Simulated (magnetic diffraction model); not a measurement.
# Solving a magnetic structure from powder neutron data: NdNi₂BiAs

Space group P4/nmm (no. 129, origin choice 1), a = 4.5780 Å, c = 9.6220 Å.

```csv
site,atom,x,y,z
2b,Bi,1/2,1/2,1/2
2c,Nd,0,1/2,0.2332
2c,As,0,1/2,0.8738
2a,Ni,1/2,1/2,0
2c,Ni,0,1/2,0.6235
```

This is a made-up structure (elements placed in a structure type, unrelaxed), so the numbers test the method and describe no known phase.

Only Nd is taken to order (form factors of Nd3+); orders and moment sizes are assumed, and not adapted to the symmetry. Radiation: neutrons of λ = 2.567 Å, 3° to 85°; isotropic B of 0.09 Å² (Bi), 0.14 Å² (Nd), 0.17 Å² (As) and 0.18 Å² (Ni). Simulated constant-wavelength pattern: nuclear and magnetic terms add, the magnetic one as |2.695 fm × Σ f S⊥ exp(2πi Q·r) exp(−B s²)|², summed over all Q at one angle with the factor 1/(sin²θ cos θ). For collinear order S is the moment m, which repeats by lattice and centring translations R with the sign exp(−2πi k·R). Free-ion form factors, Sears's scattering lengths of 1992, no absorption; a label names one of the reflections at its angle. The strongest nuclear line in the range is 100, and lines under 0.2 are left out.

Above the ordering temperature:

```
2θ (°)    index      I
 30.95  (0 0 2)   13.3
 36.18  (1 0 1)    5.5
 45.54  (1 0 2)    5.7
 46.72  (1 1 0)    3.2
 49.46  (1 1 1)    2.4
 57.10  (1 1 2)   95.5
 58.50  (1 0 3)   49.8
 64.49  (0 0 4)    2.3
 68.21  (2 0 0)  100.0
 68.57  (1 1 3)    0.3
 74.13  (1 0 4)    0.6
 76.77  (2 0 2)   11.9
 79.72  (2 1 1)    3.1
 83.33  (1 1 4)   68.4
 83.67  (0 0 5)    1.6
```

Below it (cell unchanged):

```
2θ (°)      I
 22.87   11.2
 27.65   11.5
 30.95   13.3
 36.18    5.5
 38.83    3.8
 45.54    5.7
 46.72    3.2
 49.46    2.4
 52.63    4.3
 53.05    1.5
 55.15    7.3
 57.10   95.5
 58.50   49.8
 62.31    4.9
 64.49    2.3
 68.21  100.0
 68.57    0.3
 69.39    0.8
 72.99    1.2
 73.34    3.0
 74.13    0.6
 75.11    2.1
 76.77   11.9
 79.72    3.1
 81.36    1.7
 83.33   68.4
 83.67    1.6
```

**Question.** Find the propagation vector, then choose among these models:
A. collinear moments along [101], 3.1 μB on Nd; signs + at (0, 1/2, 0.2332), − at (1/2, 0, 0.7668)
B. collinear moments along [101], 3.1 μB on Nd; signs + at (0, 1/2, 0.2332), + at (1/2, 0, 0.7668)
C. collinear moments along [010], 3.1 μB on Nd; signs + at (0, 1/2, 0.2332), − at (1/2, 0, 0.7668)
D. collinear moments along [010], 3.1 μB on Nd; signs + at (0, 1/2, 0.2332), + at (1/2, 0, 0.7668)

The new lines index as (1/2 -1/2 0) at 22.87°, (1/2 1/2 1) at 27.65°, (1/2 1/2 2) at 38.83° and (3/2 1/2 0) at 52.63°, that is as H ± k with k = (1/2 1/2 0). Half indices mean that the moments reverse under translations with k·R a half-integer, and the magnetic cell has twice the primitive volume.

Magnetic intensity, observed (below minus above) and for each model:

| 2θ (°) | index | observed | A | B | C | D |
| --- | --- | --- | --- | --- | --- | --- |
| 22.87 | (1/2 1/2 0) | 11.2 | 11.2 | 11.2 | 6.2 | 6.2 |
| 38.83 | (1/2 1/2 2) | 3.8 | 3.8 | 3.8 | 7.1 | 7.1 |
| 52.63 | (3/2 -1/2 0) | 4.3 | 4.3 | 4.3 | 2.4 | 2.4 |
| 53.05 | (1/2 1/2 3) | 1.5 | 1.5 | 1.5 | 4.2 | 4.2 |
| 55.15 | (3/2 1/2 1) | 7.3 | 7.3 | 7.3 | 4.7 | 4.7 |
| 69.39 | (1/2 1/2 4) | 0.8 | 0.8 | 0.8 | 2.6 | 2.6 |
| 73.34 | (3/2 1/2 3) | 3.0 | 3.0 | 3.0 | 3.7 | 3.7 |
| 75.11 | (3/2 3/2 1) | 2.1 | 2.1 | 2.1 | 1.3 | 1.3 |

Models A and B match alike on every line, so these data can't choose among them (such ties are often domains of one structure).

The structure used: k = (1/2 1/2 0), collinear moments along [101], 3.1 μB on Nd; signs + at (0, 1/2, 0.2332), − at (1/2, 0, 0.7668).

[Logs are printed without paths, hosts, clocks, repeated set-up lines and the standing remarks that a program may print on its own settings, such as how far it seeks lower states.]
